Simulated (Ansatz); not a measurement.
# Rb on Cu(100): change of the work function, part 3 of 4

How does one ordered layer of Rb (hollow site) change the work function of Cu(100), and what dipole does each adsorbate carry?

Ansatz 0.2.0; plane-wave DFT, PBEsol, Ansatz PAW.

So far, work function, upper face (eV): step 2 (the clean slab) 4.66; step 3 (17 atoms, coverage 0.25 ML, cell 2x2) 1.79.

**5. The covered slab, atoms frozen**

This step: plane-wave DFT, PBEsol, Ansatz PAW (Ansatz 0.2.0).

To see where the charge goes, the covered slab, the bare substrate and the adsorbate layer are each run at the same frozen positions and on the same grid.

The input, input.yaml:

```yaml
crystal:
  lattice:
    - [5.1053109602, 0.0, 0.0]
    - [0.0, 5.1053109602, 0.0]
    - [0.0, 0.0, 26.4909092226]
  atoms:
    - { symbol: Cu, position: [0.25, 0.25, 0.3397391884] }
    - { symbol: Cu, position: [0.0, 0.0, 0.4078757701] }
    - { symbol: Cu, position: [0.25, 0.25, 0.4742641673] }
    - { symbol: Cu, position: [-0.0023819965, -0.0023819965, 0.5382468704] }
    - { symbol: Cu, position: [0.25, 0.75, 0.3397391884] }
    - { symbol: Cu, position: [0.0, 0.5, 0.4078757701] }
    - { symbol: Cu, position: [0.25, 0.75, 0.4739049199] }
    - { symbol: Cu, position: [-0.0023819965, 0.5023819965, 0.5382468704] }
    - { symbol: Cu, position: [0.75, 0.25, 0.3397391884] }
    - { symbol: Cu, position: [0.5, 0.0, 0.4078757701] }
    - { symbol: Cu, position: [0.75, 0.25, 0.4739049199] }
    - { symbol: Cu, position: [0.5023819965, -0.0023819965, 0.5382468704] }
    - { symbol: Cu, position: [0.75, 0.75, 0.3397391884] }
    - { symbol: Cu, position: [0.5, 0.5, 0.4078757701] }
    - { symbol: Cu, position: [0.75, 0.75, 0.4733147344] }
    - { symbol: Cu, position: [0.5023819965, 0.5023819965, 0.5382468704] }
    - { symbol: Rb, position: [0.25, 0.25, 0.6426271357] }
kpoints:
  mp_grid: { grid: [6, 6, 1] }
hamiltonian:
  xc: pbesol
scf:
  occupations: { method: fermi_dirac, width: 0.1 }
  convergence: { dr2_threshold: 1.0e-08 }
efield:
  axis: 3
  dipole_correction: true
  ramp_position: 0.97
  ramp_width: 0.06
output:
  write_potential: true
  write_density: true
  volumetric_format: npy
```

The run is started by

```console
> ansatz run input.yaml --threads 4 --pin off --max-ram 6144MiB --backend cpu --events-out ev --progress --plain --runs-dir out
```

What it wrote:

```text
[...]
Crystal: 17 atoms, lattice volume = 690.464 Å³
Basis set: ecut = 420 eV, 13473 PW (Γ)
Bands: 188, of which v1, the nominal top of the filled ones, is band 157 counted from 1 (156 counted from 0)
Symmetry: 8 space group operations
[...]
k-points: 10 of 36
[...]
SCF iter   1: F=—  HF=-108632.417668 eV  |F-HF|=—  |Δ(HF+E_count)|=         —  Δρ=1.25e-2  dr2=2.06e0  ethr=1.77e-3  p=0.429 e·Å  D=1.12e-1 V/Å  ΔV_dip=-2.98 eV  dr2_dipole=6.53e-1  V_vac-E_F(+/−)=1.67/4.65 eV  ⟨swp⟩=9.9  Hψ=9110  notcnv=0  defer=89
[...]
SCF iter  15: F=-108632.263845 eV  HF=-108632.263845 eV  |F-HF|=3.99e-9  |Δ(HF+E_count)|=   1.28e-8  Δρ=9.96e-7  dr2=9.50e-9  ethr=3.19e-12  p=0.411 e·Å  D=1.08e-1 V/Å  ΔV_dip=-2.86 eV  dr2_dipole=7.91e-10  V_vac-E_F(+/−)=1.79/4.65 eV  ⟨swp⟩=17.3  Hψ=8129  notcnv=0
SCF 1 converged in 15 iterations: F = -108632.263845 eV  dr2 = 9.50e-9
[...]
SCF converged after 15 iterations
Free energy (F): -108632.263845 eV
[...]
Internal energy: -108632.063435 eV  (E = F + TS)
E sigma→0 (E₀):  -108632.163640 eV
Entropy (-TS):   -0.200410 eV (-11.789 meV/atom)
Fermi energy:    2.842332 eV
Dipole field:    D = 0.107821 V/Å  (p = 0.411417 e·Å, saw-weighted, corrected)
Work function:   Φ+ = 1.7918 eV   Φ− = 4.6482 eV
[...]
--- Band table (eV; the first three rows and the last of 10) ---
  k-point 0: bands = [... 153 lower, 2.3881, 2.4302, 2.4345, 2.5802, 2.5809, 2.7693, 2.7693, 2.9275, ... 27 higher]
  k-point 1: bands = [... 153 lower, 2.1527, 2.6151, 2.6643, 2.8343, 2.8652, 3.0431, 3.1262, 4.0279, ... 27 higher]
  k-point 2: bands = [... 153 lower, 2.2392, 2.7860, 2.9816, 2.9852, 3.5953, 3.6571, 3.7976, 4.0486, ... 27 higher]
  k-point 9: bands = [... 153 lower, 1.6481, 1.6481, 1.6753, 3.0039, 3.0361, 3.0361, 3.0973, 4.6302, ... 27 higher]
```

Elapsed: 75 s, on 4 threads of Arm Neoverse V1, shared host; peak memory 3.1 GiB.

Numbers from this step:

```
work function, upper face      : 1.792 eV
dipole along the normal        : 0.4114 e·Å
step between the vacuum levels : -2.856 eV
```

The work function of the upper face is 1.79 eV.

**6. The substrate alone**

System of this step: Rb/Cu(100), substrate alone, atoms held. The cell holds 16 atoms: 16 Cu. Its edges and angles: a = 5.105 Å, b = 5.105 Å, c = 26.491 Å, α = 90.0°, β = 90.0°, γ = 90.0°. Vacuum lies along c.

The second part, atoms unmoved.

Edit input.yaml of step 5 so:

```diff
@@ -22,3 +22,2 @@
     - { symbol: Cu, position: [0.5023819965, 0.5023819965, 0.5382468704] }
-    - { symbol: Rb, position: [0.25, 0.25, 0.6426271357] }
 kpoints:
```

What it wrote:

```text
[...]
Crystal: 16 atoms, lattice volume = 690.464 Å³
Basis set: ecut = 420 eV, 13473 PW (Γ)
Bands: 183, of which v1, the nominal top of the filled ones, is band 152 counted from 1 (151 counted from 0)
Symmetry: 8 space group operations
[...]
k-points: 10 of 36
[...]
SCF iter   1: F=—  HF=-105414.397540 eV  |F-HF|=—  |Δ(HF+E_count)|=         —  Δρ=1.05e-2  dr2=5.05e-1  ethr=1.77e-3  p=0.008 e·Å  D=2.21e-3 V/Å  ΔV_dip=-0.06 eV  dr2_dipole=8.18e-5  V_vac-E_F(+/−)=4.51/4.57 eV  ⟨swp⟩=9.1  Hψ=8479  notcnv=0  defer=68
[...]
SCF iter  13: F=-105414.300109 eV  HF=-105414.300109 eV  |F-HF|=7.71e-10  |Δ(HF+E_count)|=   4.86e-8  Δρ=4.50e-7  dr2=1.26e-9  ethr=3.29e-12  p=0.005 e·Å  D=1.27e-3 V/Å  ΔV_dip=-0.03 eV  dr2_dipole=1.19e-11  V_vac-E_F(+/−)=4.66/4.70 eV  ⟨swp⟩=3.0  Hψ=5171  notcnv=0
SCF 1 converged in 13 iterations: F = -105414.300109 eV  dr2 = 1.26e-9
[...]
SCF converged after 13 iterations
Free energy (F): -105414.300109 eV
[...]
Internal energy: -105414.123589 eV  (E = F + TS)
E sigma→0 (E₀):  -105414.211849 eV
Entropy (-TS):   -0.176520 eV (-11.032 meV/atom)
Fermi energy:    1.177986 eV
Dipole field:    D = 0.001266 V/Å  (p = 0.004829 e·Å, saw-weighted, corrected)
Work function:   Φ+ = 4.6628 eV   Φ− = 4.6963 eV
[...]
--- Band table (eV; the first three rows and the last of 10) ---
  k-point 0: bands = [... 148 lower, 0.8161, 0.8161, 0.8302, 0.8327, 1.0671, 1.0714, 1.1308, 1.1308, ... 27 higher]
  k-point 1: bands = [... 148 lower, 0.0218, 1.0253, 1.0316, 1.0892, 1.3632, 1.3887, 1.4079, 2.4564, ... 27 higher]
  k-point 2: bands = [... 148 lower, -0.1846, 0.7810, 1.3733, 1.3823, 1.7337, 2.1577, 2.1722, 2.4578, ... 27 higher]
  k-point 9: bands = [... 148 lower, 0.0702, 0.0847, 0.0847, 0.0995, 1.5650, 1.5792, 1.5792, 1.5979, ... 27 higher]
```

Wall time 69 s (4 threads); peak memory 2.9 GiB.

This step gave:

* energy at zero smearing: -105414.2118 eV
* work function, upper face: 4.663 eV
* work function, lower face: 4.696 eV
* dipole along the normal: 0.004829 e·Å
* step between the vacuum levels: -0.03352 eV

The work function of the upper face is 4.66 eV.

**7. The adsorbate layer alone**

System of this step: Rb/Cu(100), adsorbate layer alone, atoms held. The cell holds 1 atom: 1 Rb. Its edges and angles: a = 5.105 Å, b = 5.105 Å, c = 26.491 Å, α = 90.0°, β = 90.0°, γ = 90.0°. Vacuum lies along c.

The third part; a free layer of atoms may carry a moment, so spin is on.

input.yaml, the sections that differ from step 6:

```yaml
crystal:
  lattice:
    - [5.1053109602, 0.0, 0.0]
    - [0.0, 5.1053109602, 0.0]
    - [0.0, 0.0, 26.4909092226]
  atoms:
    - { symbol: Rb, position: [0.25, 0.25, 0.6426271357], spin: 1.0 }
magnetization:
  spin_polarized: true
# kpoints, hamiltonian, scf, efield, output: as in step 6
```

What it wrote:

```text
[...]
Crystal: 1 atoms, lattice volume = 690.464 Å³
Basis set: ecut = 420 eV, 13473 PW (Γ)
Bands: 9, of which v1, the nominal top of the filled ones, is band 5 counted from 1 (4 counted from 0)
Symmetry: 8 space group operations
k-points: 10 of 36
[...]
Starting moments: Σ|m| = 1 μB on 1 of 1 site
[...]
SCF iter   1: F=—  HF=-3216.514262 eV  |F-HF|=—  |Δ(HF+E_count)|=         —  Δρ=6.51e-3 (↑6.51e-3 ↓5.88e-3)  dr2=3.58e-2  dr2_m=2.42e-1  M=0.087 μB ∫|m|=0.094 μB  β_m=0.30  ethr=3.36e-4  p=0.000 e·Å  D=4.21e-9 V/Å  ΔV_dip=-0.00 eV  dr2_dipole=4.50e-12  V_vac-E_F(+/−)=2.57/2.57 eV  ⟨swp⟩=1.2  Hψ=2184  notcnv=0
[...]
eigensolver tolerance schedule calibrated: the retry pair's looser diagonalisation under-reported the residual by θ = 0.15 (0.16/decade); ethr = c·dr2/N_el runs at the constant in force after the calibration composes with the one it found (an armed cap, an earlier calibration), c = 3.9e-2
[...]
spin=Collinear: LDOS preconditioning applied to the charge; magnetization (m = ρ↑ − ρ↓) channel mixes plain (no charge-response kernel on spin).
SCF iter   2: F=—  HF=-3216.595585 eV  |F-HF|=—  |Δ(HF+E_count)|=   8.13e-2  Δρ=4.56e-3 (↑4.56e-3 ↓4.24e-3)  dr2=2.20e-2  dr2_m=1.22e-1  M=0.072 μB ∫|m|=0.076 μB  β_m=0.30  ethr=1.54e-4  p=-0.000 e·Å  D=-4.19e-7 V/Å  ΔV_dip=0.00 eV  dr2_dipole=3.65e-10  V_vac-E_F(+/−)=2.57/2.57 eV  ⟨swp⟩=1.9  Hψ=224  notcnv=0  κ⁻¹=1.0e0(r=1)
[...]
SCF iter   8: F=—  HF=-3216.679369 eV  |F-HF|=—  |Δ(HF+E_count)|=   1.35e-3  Δρ=5.66e-4 (↑5.65e-4 ↓5.66e-4)  dr2=7.11e-8  dr2_m=2.02e-3  M=0.024 μB ∫|m|=0.024 μB  β_m=0.38  ethr=3.92e-9  p=0.000 e·Å  D=4.49e-7 V/Å  ΔV_dip=-0.00 eV  dr2_dipole=9.07e-12  V_vac-E_F(+/−)=2.42/2.42 eV  ⟨swp⟩=3.3  Hψ=377  notcnv=0
[...]
spin-set hold released at iteration 8 (site moments contracting): the magnetisation degrees of freedom join the quasi-Newton model from the next iteration; the mixer history was flushed
SCF iter   9: F=—  HF=-3216.680201 eV  |F-HF|=—  |Δ(HF+E_count)|=   8.32e-4  Δρ=3.63e-4 (↑3.62e-4 ↓3.63e-4)  dr2=3.93e-8  dr2_m=8.31e-4  M=0.019 μB ∫|m|=0.020 μB  β_m=0.59  ethr=3.07e-10  p=0.000 e·Å  D=5.99e-7 V/Å  ΔV_dip=-0.00 eV  dr2_dipole=2.85e-12  V_vac-E_F(+/−)=2.42/2.42 eV  ⟨swp⟩=3.1  Hψ=396  notcnv=0
density mixer auto → msr1: a metal under ldos (density of states about μ 0.79 of a free-electron gas's, 30 screened modes)
SCF iter  10: F=—  HF=-3216.680832 eV  |F-HF|=—  |Δ(HF+E_count)|=   6.32e-4  Δρ=1.88e-5 (↑1.88e-5 ↓1.88e-5)  dr2=3.13e-9  dr2_m=2.24e-6  M=0.008 μB ∫|m|=0.008 μB  β_m=0.80  ethr=4.31e-11  p=0.000 e·Å  D=8.65e-7 V/Å  ΔV_dip=-0.00 eV  dr2_dipole=3.01e-14  V_vac-E_F(+/−)=2.42/2.42 eV  ⟨swp⟩=4.4  Hψ=1262  notcnv=0
[...]
SCF iter  14: F=-3216.680858 eV  HF=-3216.680858 eV  |F-HF|=6.32e-11  |Δ(HF+E_count)|=   1.06e-9  Δρ=2.85e-8 (↑2.85e-8 ↓2.71e-8)  dr2=1.45e-11  dr2_m=2.26e-12  M=0.000 μB ∫|m|=0.000 μB  ethr=1.00e-12  p=0.000 e·Å  D=8.48e-7 V/Å  ΔV_dip=-0.00 eV  dr2_dipole=3.45e-13  V_vac-E_F(+/−)=2.42/2.42 eV  ⟨swp⟩=2.9  Hψ=468  notcnv=0
SCF 1 converged in 14 iterations: F = -3216.680858 eV  dr2 = 1.45e-11
[...]
WARN: the starting moments were not kept: the SCF closed with an absolute magnetisation of 5.2e-6 μB, where they sum to 1 μB in size (1 site). That is at most 0.1 of that sum. Measured as dr2_m measures the in/out step, that magnetisation stands 7.5e-13 eV from none, at or under the dr2_threshold of 1.0e-8 eV: it is no larger than a step whose dr2_m would equal this threshold. The system may hold no moment; this SCF  [...]
[...]
SCF converged after 14 iterations
Magnetization: 0.0000 μB (4.5000 up, 4.5000 down)
Absolute magnetization: 0.0000 μB (∫|ρ↑−ρ↓|, with the PAW one-centre terms)
[...]
Per-site moments (μB) at R_I (Å): [(1.177031e-7, 2.105941)]
Free energy (F): -3216.680858 eV
[...]
Internal energy: -3216.643624 eV  (E = F + TS)
E sigma→0 (E₀):  -3216.662241 eV
Entropy (-TS):   -0.037234 eV (-37.234 meV/atom)
Fermi energy:    -1.801765 eV
Dipole field:    D = 0.000001 V/Å  (p = 0.000005 e·Å, saw-weighted, corrected)
Work function:   Φ+ = 2.4168 eV   Φ− = 2.4168 eV
[...]
--- Band table (eV; the first three rows and the last of 20) ---
[...]
```

Wall time 7.5 s (4 threads); peak memory 0.78 GiB; 28 s of CPU time.

Numbers from this step:

```yaml
energy_at_zero_smearing: -3216.6622 eV
work_function_upper_face: 2.417 eV
dipole_along_the_normal: 4.86e-6 e·Å
```

At this spacing and smearing the free layer keeps no moment.

**8. Where the charge went**

This step: plane-wave DFT, PBEsol, Ansatz PAW; density difference on adsorption (Ansatz 0.2.0).

The densities of the parts are taken from that of the whole and averaged over planes; the first moment of what is left gives the step in the potential.

Numbers from this step:

* largest charge moved: 0.008470 e/Å²
* potential step from the moved charge: -2.825 eV

Planar mean, whole system less its parts. Electron density difference against z:

| z (Å) | electron density difference (e/Å³) |
| --- | --- |
| 4 | -2.4e-7 |
| 5 | -1.9e-6 |
| 6 | -1.1e-5 |
| 7 | -4.9e-5 |
| 8 | -2.5e-5 |
| 9 | 1.4e-4 |
| 10 | -9.4e-5 |
| 11 | 1.2e-4 |
| 12 | -1.9e-4 |
| 13 | 4.0e-4 |
| 14 | -0.00238 |
| 15 | 0.00889 |
| 16 | 0.00265 |
| 17 | -0.00391 |
| 18 | -0.00181 |
| 19 | -0.00166 |
| 20 | -2.9e-4 |
| 21 | 4.4e-5 |
| 22 | 4.1e-5 |
| 23 | 1.7e-5 |
| 24 | 5.3e-6 |
| 25 | 1.4e-6 |
| 26 | 2.9e-7 |

Planar mean, whole system less its parts. The electrons moved below z by z:

z (Å), electrons moved below z (e/Å²) and a bar from the least value:
```
        4    0.00000 ####
        5    0.00000 ####
        6   -0.00001 ####
        7   -0.00004 ####
        8   -0.00009 ####
        9    0.00000 ####
       10    0.00000 ####
       11    0.00006 ####
       12   -0.00010 ####
       13    0.00009 ####
       14   -0.00135 
       15   -0.00002 ####
       16    0.00839 ##############################
       17    0.00544 #####################
       18    0.00275 #############
       19    0.00075 ######
       20   -0.00005 ####
       21   -0.00009 ####
       22   -0.00004 ####
       23   -0.00001 ####
       24    0.00000 ####
       25    0.00000 ####
       26    0.00000 ####
```

[end of part 3 of 4]

[Long decimals in the printed logs are rounded to 6 places.]

[Logs are printed without paths, hosts, clocks, repeated set-up lines and the standing remarks that a program may print on its own settings, such as how far it seeks lower states.]

[Hosts, paths, dates, database ids (printed as entryN), source tags and the programs' standing remarks are cut or masked in the printed files.]

[Maps of the electrostatic potential energy from Ansatz leave out the sawtooth potential of an applied field or a dipole correction, so their vacuum need not be flat; planar profiles and work functions include it.]
